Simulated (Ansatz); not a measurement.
## O on Hf(0001): change of the work function

Aim: the work function of Hf(0001) at several coverages of O (fcc site), and the dipole that each adsorbate carries.

Program: Ansatz 0.2.0. Level of theory: plane-wave DFT, PBE, Ansatz PAW. Results are calculated unless marked as measured.

Most raw output is cut from this account.

## 1. The structure

The cell holds 4 atoms: 4 Hf. Its edges and angles: a = 3.200 Å, b = 3.200 Å, c = 25.594 Å, α = 90.0°, β = 90.0°, γ = 60.0°. Vacuum lies along c.

## 2. The clean slab

The bare slab comes first, as the zero from which every change is counted. The two lowest layers are held at bulk places and the upper ones relax. The dipole correction removes the false field that a one-sided slab makes across the periodic vacuum, so each face gets a flat vacuum level of its own.

Contents of input.yaml:

```yaml
crystal:
  lattice:
    - [3.2, 0.0, 0.0]
    - [1.6, 2.7712812921, 0.0]
    - [0.0, 0.0, 25.5936]
  atoms:
    - { symbol: Hf, position: [0.6666666667, 0.6666666667, 0.3516504126] }
    - { symbol: Hf, position: [0.0, 0.0, 0.4505501375] }
    - { symbol: Hf, position: [0.6666666667, 0.6666666667, 0.5494498625] }
    - { symbol: Hf, position: [0.0, 0.0, 0.6483495874] }
kpoints:
  mp_grid: { grid: [12, 12, 1] }
hamiltonian:
  xc: pbe
scf:
  occupations: { method: fermi_dirac, width: 0.1 }
  convergence: { dr2_threshold: 1.0e-08 }
efield:
  axis: 3
  dipole_correction: true
  ramp_position: 0.97
  ramp_width: 0.06
relax:
  f_tol: 0.02
  max_steps: 60
  constraints: [{ sites: [0, 1] }]
output:
  write_potential: true
  write_density: true
  volumetric_format: npy
```

Run with:

```
ansatz run input.yaml --threads 4 --pin off --max-ram 16384MiB --backend cpu --events-out ev --progress --plain --runs-dir out
```

Wall time 27 s (4 threads of Arm Neoverse V2, shared host); peak memory 0.71 GiB; 1.7 min of CPU time.

Relaxation path:

```csv
step,energy less that of the first step (eV),largest force component (eV/Å)
1,0.0000,0.8192
2,0.0064,1.1135
3,-0.0592,0.1717
4,-0.0611,0.0471
5,-0.0613,0.0017
```

Relaxation step 2 was tried and not accepted.

Forces are held to the 6 operations that the run works with; a distortion that breaks them can't arise in this run.

The atoms that moved most (Å):

```csv
atom,dx,dy,dz,length
Hf3,0.000,0.000,0.108,0.108
Hf4,0.000,0.000,-0.043,0.043
```

Numbers from this step:

- energy at zero smearing: -62883.4700 eV
- work function, upper face: 4.332 eV
- work function, lower face: 4.381 eV
- dipole along the normal: 0.002372 e·Å
- step between the vacuum levels: -0.04840 eV

Running mean over 2.5312 Å of the planar mean; the ramp of the sawtooth is left out. The electron's electrostatic potential energy less the Fermi level by z:

```csv
z (Å),electron's electrostatic potential energy less the Fermi level (eV)
3.0,4.38
3.5,4.38
4.0,4.38
4.5,4.37
5.0,4.35
5.5,4.30
6.0,4.13
6.5,3.64
7.0,2.31
7.5,-0.568
8.0,-4.04
8.5,-6.61
9.0,-7.41
9.5,-7.41
10.0,-7.30
10.5,-7.25
11.0,-7.26
11.5,-7.25
12.0,-7.07
12.5,-6.75
13.0,-6.68
13.5,-6.90
14.0,-7.23
14.5,-7.58
15.0,-8.07
15.5,-8.20
16.0,-7.96
16.5,-7.55
17.0,-6.75
17.5,-4.37
18.0,-0.937
18.5,2.06
19.0,3.51
19.5,4.05
20.0,4.24
20.5,4.30
21.0,4.32
21.5,4.33
22.0,4.33
22.5,4.33
```

The relaxation took 5 steps and lowered the energy by 0.061 eV; the largest force on the free atoms ends at 0.0017 eV/Å.

The work function of the upper face is 4.33 eV.

## 3. The covered slab, k-mesh 4×4×1, coverage 0.111 ML

System of this step: O/Hf(0001). The cell holds 37 atoms: 36 Hf and 1 O. Cell: a = 9.600 Å, b = 9.600 Å, c = 27.208 Å, α = 90.0°, β = 90.0°, γ = 60.0°. Vacuum lies along c.

The clean slab as it ended is repeated in the plane and the adsorbate is set on one face; the cell's size fixes the coverage, and the k-mesh shrinks with it to keep the sampling density about even. Adsorbate and upper layers relax, since the dipole depends on the height.

Contents of input.yaml:

```yaml
crystal:
  lattice:
    - [9.6, 0.0, 0.0]
    - [4.8, 8.3138438763, 0.0]
    - [0.0, 0.0, 27.2080706252]
  atoms:
    - { symbol: Hf, position: [0.2222222222, 0.2222222222, 0.3307842046] }
    - { symbol: Hf, position: [0.0, 0.0, 0.4238154244] }
    - { symbol: Hf, position: [0.2222222222, 0.2222222222, 0.5208310629] }
    - { symbol: Hf, position: [0.0, 0.0, 0.6082833594] }
    - { symbol: Hf, position: [0.2222222222, 0.5555555556, 0.3307842046] }
    - { symbol: Hf, position: [0.0, 0.3333333333, 0.4238154244] }
    - { symbol: Hf, position: [0.2222222222, 0.5555555556, 0.5208310629] }
    - { symbol: Hf, position: [0.0, 0.3333333333, 0.6082833594] }
[... 25 atom lines left out ...]
    - { symbol: Hf, position: [0.6666666667, 0.6666666667, 0.4238154244] }
    - { symbol: Hf, position: [0.8888888889, 0.8888888889, 0.5208310629] }
    - { symbol: Hf, position: [0.6666666667, 0.6666666667, 0.6082833594] }
    - { symbol: O, position: [0.1111111111, 0.1111111111, 0.6692157954] }
kpoints:
  mp_grid: { grid: [4, 4, 1] }
hamiltonian:
  xc: pbe
scf:
  occupations: { method: fermi_dirac, width: 0.1 }
  convergence: { dr2_threshold: 1.0e-08 }
efield:
  axis: 3
  dipole_correction: true
  ramp_position: 0.97
  ramp_width: 0.06
relax:
  f_tol: 0.02
  max_steps: 60
  constraints:
    - { sites: [0, 1, 4, 5, 8, 9, 12, 13, 16, 17, 20, 21, 24, 25, 28, 29, 32, 33] }
output:
  write_potential: true
  write_density: true
  volumetric_format: npy
```

The job ended after 29 min (4 threads; peak memory 10 GiB).

Relaxation path:

```csv
step,energy less that of the first step (eV),largest force component (eV/Å)
1,0.0000,4.6714
2,-1.2579,3.6464
3,-1.9300,1.6296
4,-2.0799,0.4929
5,-2.0975,0.2351
6,-2.1019,0.0236
7,-2.1023,0.0028
```

The run keeps the 6 symmetry operations that it works with, so distortions that break them were not tested.

The atoms that moved most (Å):

```csv
atom,dx,dy,dz,length
O37,0.000,0.000,-0.587,0.587
Hf16,-0.010,0.006,0.111,0.111
Hf8,0.000,-0.011,0.111,0.111
Hf4,0.010,0.006,0.111,0.111
Hf32,-0.032,0.018,-0.028,0.046
Hf24,0.000,-0.037,-0.028,0.046
Hf20,0.032,0.018,-0.028,0.046
Hf12,0.029,-0.017,-0.008,0.034
```

Final coordinates:

```cif
data_structure
_symmetry_space_group_name_H-M 'P 1'
_symmetry_Int_Tables_number 1
_cell_length_a 9.6000
_cell_length_b 9.6000
_cell_length_c 27.2081
_cell_angle_alpha 90.000
_cell_angle_beta 90.000
_cell_angle_gamma 60.000
_cell_volume 2171.56
loop_
_atom_site_label
_atom_site_type_symbol
_atom_site_fract_x
_atom_site_fract_y
_atom_site_fract_z
_atom_site_occupancy
Hf1 Hf 0.22222 0.22222 0.33078 1
Hf2 Hf 0.00000 0.00000 0.42382 1
Hf3 Hf 0.22130 0.22130 0.52154 1
Hf4 Hf 0.00067 0.00067 0.61235 1
Hf5 Hf 0.22222 0.55556 0.33078 1
Hf6 Hf 0.00000 0.33333 0.42382 1
Hf7 Hf 0.22146 0.55594 0.51966 1
Hf8 Hf 0.00067 0.33199 0.61235 1
Hf9 Hf 0.22222 0.88889 0.33078 1
Hf10 Hf 0.00000 0.66667 0.42382 1
Hf11 Hf 0.22130 0.89074 0.52154 1
Hf12 Hf 0.00399 0.66467 0.60799 1
Hf13 Hf 0.55556 0.22222 0.33078 1
Hf14 Hf 0.33333 0.00000 0.42382 1
Hf15 Hf 0.55594 0.22146 0.51966 1
Hf16 Hf 0.33199 0.00067 0.61235 1
Hf17 Hf 0.55556 0.55556 0.33078 1
Hf18 Hf 0.33333 0.33333 0.42382 1
Hf19 Hf 0.55594 0.55594 0.51966 1
Hf20 Hf 0.33553 0.33553 0.60724 1
Hf21 Hf 0.55556 0.88889 0.33078 1
Hf22 Hf 0.33333 0.66667 0.42382 1
Hf23 Hf 0.55587 0.88873 0.52092 1
Hf24 Hf 0.33553 0.66228 0.60724 1
Hf25 Hf 0.88889 0.22222 0.33078 1
Hf26 Hf 0.66667 0.00000 0.42382 1
Hf27 Hf 0.89074 0.22130 0.52154 1
Hf28 Hf 0.66467 0.00399 0.60799 1
Hf29 Hf 0.88889 0.55556 0.33078 1
Hf30 Hf 0.66667 0.33333 0.42382 1
Hf31 Hf 0.88873 0.55587 0.52092 1
Hf32 Hf 0.66228 0.33553 0.60724 1
Hf33 Hf 0.88889 0.88889 0.33078 1
Hf34 Hf 0.66667 0.66667 0.42382 1
Hf35 Hf 0.88873 0.88873 0.52092 1
Hf36 Hf 0.66467 0.66467 0.60799 1
O37 O 0.11111 0.11111 0.64764 1
```

This step gave:

- energy at zero smearing: -566522.0764 eV
- work function, upper face: 4.194 eV
- work function, lower face: 4.374 eV
- dipole along the normal: 0.07926 e·Å
- step between the vacuum levels: -0.1797 eV

Running mean over 2.5312 Å of the planar mean; the ramp of the sawtooth is left out. Table of electron's electrostatic potential energy less the Fermi level by z:

```csv
z (Å),electron's electrostatic potential energy less the Fermi level (eV)
3.5,4.37
4.0,4.37
4.5,4.36
5.0,4.35
5.5,4.29
6.0,4.12
6.5,3.64
7.0,2.30
7.5,-0.569
8.0,-4.04
8.5,-6.62
9.0,-7.41
9.5,-7.41
10.0,-7.30
10.5,-7.25
11.0,-7.26
11.5,-7.24
12.0,-7.08
12.5,-6.76
13.0,-6.70
13.5,-6.90
14.0,-7.21
14.5,-7.51
15.0,-7.91
15.5,-8.03
16.0,-7.89
16.5,-7.72
17.0,-7.11
17.5,-4.82
18.0,-1.43
18.5,1.61
19.0,3.27
19.5,3.91
20.0,4.11
20.5,4.17
21.0,4.19
21.5,4.19
22.0,4.19
22.5,4.19
23.0,4.19
23.5,4.19
24.0,4.19
```

The relaxation took 7 steps and lowered the energy by 2.1 eV; the largest force on the free atoms ends at 0.0028 eV/Å.

The covered face has 4.19 eV, -0.14 eV against the clean one; the bare back face has moved by -0.01 eV, a measure of how thin the slab is.

## 4. The covered slab, k-mesh 6×6×1, coverage 0.25 ML

System of this step: O/Hf(0001). The cell holds 17 atoms: 16 Hf and 1 O. Cell: a = 6.400 Å, b = 6.400 Å, c = 27.208 Å, α = 90.0°, β = 90.0°, γ = 60.0°. Vacuum lies along c.

Another coverage, to see how the dipoles act on each other as their distance changes.

Contents of input.yaml:

```yaml
crystal:
  lattice:
    - [6.4, 0.0, 0.0]
    - [3.2, 5.5425625842, 0.0]
    - [0.0, 0.0, 27.2080706252]
  atoms:
    - { symbol: Hf, position: [0.3333333333, 0.3333333333, 0.3307842046] }
    - { symbol: Hf, position: [0.0, 0.0, 0.4238154244] }
    - { symbol: Hf, position: [0.3333333333, 0.3333333333, 0.5208310629] }
    - { symbol: Hf, position: [0.0, 0.0, 0.6082833594] }
    - { symbol: Hf, position: [0.3333333333, 0.8333333333, 0.3307842046] }
    - { symbol: Hf, position: [0.0, 0.5, 0.4238154244] }
    - { symbol: Hf, position: [0.3333333333, 0.8333333333, 0.5208310629] }
    - { symbol: Hf, position: [0.0, 0.5, 0.6082833594] }
    - { symbol: Hf, position: [0.8333333333, 0.3333333333, 0.3307842046] }
    - { symbol: Hf, position: [0.5, 0.0, 0.4238154244] }
    - { symbol: Hf, position: [0.8333333333, 0.3333333333, 0.5208310629] }
    - { symbol: Hf, position: [0.5, 0.0, 0.6082833594] }
    - { symbol: Hf, position: [0.8333333333, 0.8333333333, 0.3307842046] }
    - { symbol: Hf, position: [0.5, 0.5, 0.4238154244] }
    - { symbol: Hf, position: [0.8333333333, 0.8333333333, 0.5208310629] }
    - { symbol: Hf, position: [0.5, 0.5, 0.6082833594] }
    - { symbol: O, position: [0.1666666667, 0.1666666667, 0.6692157954] }
kpoints:
  mp_grid: { grid: [6, 6, 1] }
hamiltonian:
  xc: pbe
scf:
  occupations: { method: fermi_dirac, width: 0.1 }
  convergence: { dr2_threshold: 1.0e-08 }
efield:
  axis: 3
  dipole_correction: true
  ramp_position: 0.97
  ramp_width: 0.06
relax:
  f_tol: 0.02
  max_steps: 60
  constraints: [{ sites: [0, 1, 4, 5, 8, 9, 12, 13] }]
output:
  dos: { projected: true, e_range: [-8, 4] }
  write_potential: true
  write_density: true
  volumetric_format: npy
  elf: true
```

It took 7 min on 4 threads; peak memory 5.4 GiB.

Step by step:

```csv
step,energy less that of the first step (eV),largest force component (eV/Å)
1,0.0000,4.6893
2,-1.2501,3.6667
3,-1.9357,1.6632
4,-2.0629,0.7432
5,-2.0948,0.0998
6,-2.1062,0.0307
7,-2.1064,0.0027
```

Forces are held to the 6 operations that the run works with; a distortion that breaks them can't arise in this run.

The atoms that moved most (Å):

```csv
atom,dx,dy,dz,length
O17,0.000,0.000,-0.601,0.601
Hf4,0.013,0.008,0.097,0.099
Hf12,-0.013,0.008,0.097,0.099
Hf8,0.000,-0.015,0.097,0.099
Hf16,0.000,0.000,-0.090,0.090
Hf7,0.000,0.033,-0.018,0.037
Hf3,-0.028,-0.016,-0.018,0.037
Hf11,0.028,-0.016,-0.018,0.037
```

The relaxed structure:

```cif
data_structure
_symmetry_space_group_name_H-M 'P 1'
_symmetry_Int_Tables_number 1
_cell_length_a 6.4000
_cell_length_b 6.4000
_cell_length_c 27.2081
_cell_angle_alpha 90.000
_cell_angle_beta 90.000
_cell_angle_gamma 60.000
_cell_volume 965.14
loop_
_atom_site_label
_atom_site_type_symbol
_atom_site_fract_x
_atom_site_fract_y
_atom_site_fract_z
_atom_site_occupancy
Hf1 Hf 0.33333 0.33333 0.33078 1
Hf2 Hf 0.00000 0.00000 0.42382 1
Hf3 Hf 0.33040 0.33040 0.52018 1
Hf4 Hf 0.00137 0.00137 0.61187 1
Hf5 Hf 0.33333 0.83333 0.33078 1
Hf6 Hf 0.00000 0.50000 0.42382 1
Hf7 Hf 0.33040 0.83920 0.52018 1
Hf8 Hf 0.00137 0.49727 0.61187 1
Hf9 Hf 0.83333 0.33333 0.33078 1
Hf10 Hf 0.50000 0.00000 0.42382 1
Hf11 Hf 0.83920 0.33040 0.52018 1
Hf12 Hf 0.49727 0.00137 0.61187 1
Hf13 Hf 0.83333 0.83333 0.33078 1
Hf14 Hf 0.50000 0.50000 0.42382 1
Hf15 Hf 0.83333 0.83333 0.52059 1
Hf16 Hf 0.50000 0.50000 0.60497 1
O17 O 0.16667 0.16667 0.64712 1
```

Numbers from this step:

- energy at zero smearing: -252104.7477 eV
- work function, upper face: 4.077 eV
- work function, lower face: 4.370 eV
- dipole along the normal: 0.05736 e·Å
- step between the vacuum levels: -0.2926 eV

The density of states has structure finer than the step of the table below, so its rows give means over 0.25 eV, whole bins alone (the curve runs from -8 to 1.98 eV). Peaks (eV: height): -1.290: 30.9, -1.020: 34.6, -0.900: 33.2, -0.810: 72.9, 1.080: 34.1, 1.440: 30.6, 1.680: 32.0.

The density of states by energy, zero at the Fermi level; means over each step:

energy (eV), density of states (states/eV a cell) and a bar:
```
    -7.00        0.0 
    -6.75        0.7 #
    -6.50        1.2 #
    -6.25        2.6 ###
    -6.00        4.9 ######
    -5.75        9.5 ###########
    -5.50        6.1 #######
    -5.25        5.7 #######
    -5.00        3.2 ####
    -4.75        3.0 ####
    -4.50        3.6 ####
    -4.25        4.7 ######
    -4.00        2.3 ###
    -3.75        9.3 ###########
    -3.50        6.3 ########
    -3.25        7.5 #########
    -3.00       13.1 ################
    -2.75        7.6 #########
    -2.50       15.5 ###################
    -2.25       12.5 ###############
    -2.00       15.6 ###################
    -1.75        9.0 ###########
    -1.50       14.9 ##################
    -1.25       16.6 ####################
    -1.00       23.8 #############################
    -0.75       23.4 ############################
    -0.50       14.2 #################
    -0.25       19.3 #######################
     0.00       23.5 #############################
     0.25       21.5 ##########################
     0.50       22.7 ###########################
     0.75       23.8 #############################
     1.00       24.8 ##############################
     1.25       20.4 #########################
     1.50       17.6 #####################
     1.75       21.2 ##########################
```

Projected DOS per atom over height of the atomic layer and energy from the Fermi level. Layers: Hf4 Hf4 Hf4 Hf4 O from below.

Ten even steps from '_' (0.00 states/eV) to '@' (3.99 states/eV), each cell a mean:
```
::------__
::------__
==--::::__
==::::--__
==::::--__
--::::::__
--====--__
::::::..__
....::..__
..::::..__
......____
......____
......____
__________
__________
________--
________@@
______..%%
__________
__________
__________
__________
```
Columns: height of the atomic layer (Å) from 9 to 17.6 (not evenly spaced); rows upwards: energy from the Fermi level (eV) from -7.96 to 1.95.

ELF in the ca plane at fractional y = 0.000, with atoms of Hf within 0.2 Å of it. It is the smooth field of the valence electrons, not physical close to the nuclei.

Values, 9 rows by 16 columns, each cell a mean:
```
0.47 0.32 0.73 0.41 0.45 0.49 0.34 0.69 0.46 0.08 0.03 0.00 0.00 0.00 0.00 0.00
0.21 0.30 0.24 0.27 0.21 0.21 0.27 0.24 0.27 0.31 0.09 0.01 0.00 0.00 0.00 0.00
0.22 0.33 0.24 0.31 0.20 0.24 0.28 0.26 0.33 0.36 0.10 0.01 0.00 0.00 0.00 0.00
0.37 0.29 0.63 0.34 0.38 0.38 0.30 0.58 0.38 0.11 0.04 0.01 0.00 0.00 0.00 0.00
0.64 0.38 0.81 0.50 0.55 0.68 0.42 0.79 0.56 0.04 0.01 0.00 0.00 0.00 0.00 0.00
0.27 0.27 0.45 0.27 0.27 0.25 0.31 0.43 0.28 0.16 0.02 0.00 0.00 0.00 0.00 0.00
0.24 0.35 0.26 0.35 0.22 0.30 0.29 0.20 0.46 0.40 0.04 0.00 0.00 0.00 0.00 0.00
0.22 0.27 0.33 0.24 0.23 0.22 0.29 0.31 0.27 0.23 0.03 0.00 0.00 0.00 0.00 0.00
0.59 0.36 0.80 0.47 0.51 0.61 0.41 0.77 0.52 0.04 0.01 0.00 0.00 0.00 0.00 0.00
```
Columns run along c (16.0 Å, from fractional 0.34 to 0.92 of the cell), rows up along a (6.4 Å). Atoms in or near the plane, at fractional coordinates: Hf at (0.42, 0.00), Hf at (0.61, 0.00), Hf at (0.42, 0.50), Hf at (0.61, 0.50).

Electrostatic potential energy in the ca plane at fractional y = 0.000, with atoms of Hf within 0.2 Å of it. With pseudopotentials it is smooth inside the atoms' cores, unlike the true potential.

Values in eV, 9 rows by 16 columns, each cell a mean:
```
  5  -2 -31 -14   5   5   0 -29 -17   6   9   9   9   9   9   9
 -5   4  -3   2   1  -5   4  -2   2   8   9   9   9   9   9   9
 -7   4   1   4   0  -8   4   1   4   8   9   9   9   9   9   9
  3   0 -27 -10   5   3   1 -25 -13   6   9   9   9   9   9   9
  6  -5 -33 -19   6   7  -2 -32 -23   5   9   9   9   9   9   9
  1   2 -18  -5   3   0   2 -18  -8   7   9   9   9   9   9   9
 -8   5   3   5  -2 -11   4   3   4   8   9   9   9   9   9   9
 -2   3 -11  -2   2  -3   3 -11  -4   8   9   9   9   9   9   9
  6  -4 -33 -18   6   6  -1 -32 -21   5   9   9   9   9   9   9
```
Columns run along c (16.0 Å, from fractional 0.34 to 0.92 of the cell; values clipped at the 3rd and 97th percentile), rows up along a (6.4 Å). Atoms in or near the plane, at fractional coordinates: Hf at (0.42, 0.00), Hf at (0.61, 0.00), Hf at (0.42, 0.50), Hf at (0.61, 0.50).

Valence density in the ca plane at fractional y = 0.000, with atoms of Hf within 0.2 Å of it. It is the smooth field of the valence electrons, not physical close to the nuclei.

Ten steps, logarithmic in the rise over the least value, from '0' (0 e/Å³) to '9' (31 e/Å³), each cell a mean:
```
11112589741111111125897410000000000000000000
11111356521011111113565200000000000000000000
21111122110011111111221100000000000000000000
22110111100012221101110000000000000000000000
22110111100012221101111000000000000000000000
11111122210011111111222100000000000000000000
11111356521011111113565200000000000000000000
11112589741111111125897410000000000000000000
11112699851111111126998510000000000000000000
11111478631111111114786310000000000000000000
11111234311011111112343110000000000000000000
22110111110012221111111110000000000000000000
32110011000112321100111111000000000000000000
21110111110012221111111110000000000000000000
11111244311011111112443210000000000000000000
11111478631111111114786310000000000000000000
11112699851111111126998510000000000000000000
```
Columns run along c (16.0 Å, from fractional 0.34 to 0.92 of the cell), rows up along a (6.4 Å). Atoms in or near the plane, at fractional coordinates: Hf at (0.42, 0.00), Hf at (0.61, 0.00), Hf at (0.42, 0.50), Hf at (0.61, 0.50).

The relaxation took 7 steps and lowered the energy by 2.1 eV; the largest force on the free atoms ends at 0.0027 eV/Å.

By hand: a sheet of dipoles makes a step −p/(ε₀A) in the electron's potential. With e/ε₀ = 180.95 V·Å, p = 0.05736 e·Å and A = 35.47 Å², that is −180.95 × (0.05736) / 35.47 = -0.293 eV, and the two vacuum levels of the run differ by -0.293 eV.

The covered face has 4.08 eV, -0.26 eV against the clean one; the bare back face has moved by -0.01 eV, a measure of how thin the slab is.

(Continued in part 2 of 2.)

[Logs are printed without paths, hosts, clocks, repeated set-up lines and the standing remarks that a program may print on its own settings, such as how far it seeks lower states.]

[Hosts, paths, dates, database ids (printed as entryN), source tags and the programs' standing remarks are cut or masked in the printed files.]

[Maps of the electrostatic potential energy from Ansatz leave out the sawtooth potential of an applied field or a dipole correction, so their vacuum need not be flat; planar profiles and work functions include it.]

[The density of states shown here was stored with 400 of the rows of the run's finer table, so its peaks can read low, often by over a quarter, or be missed, and its means over a window can be off by a tenth or more.]
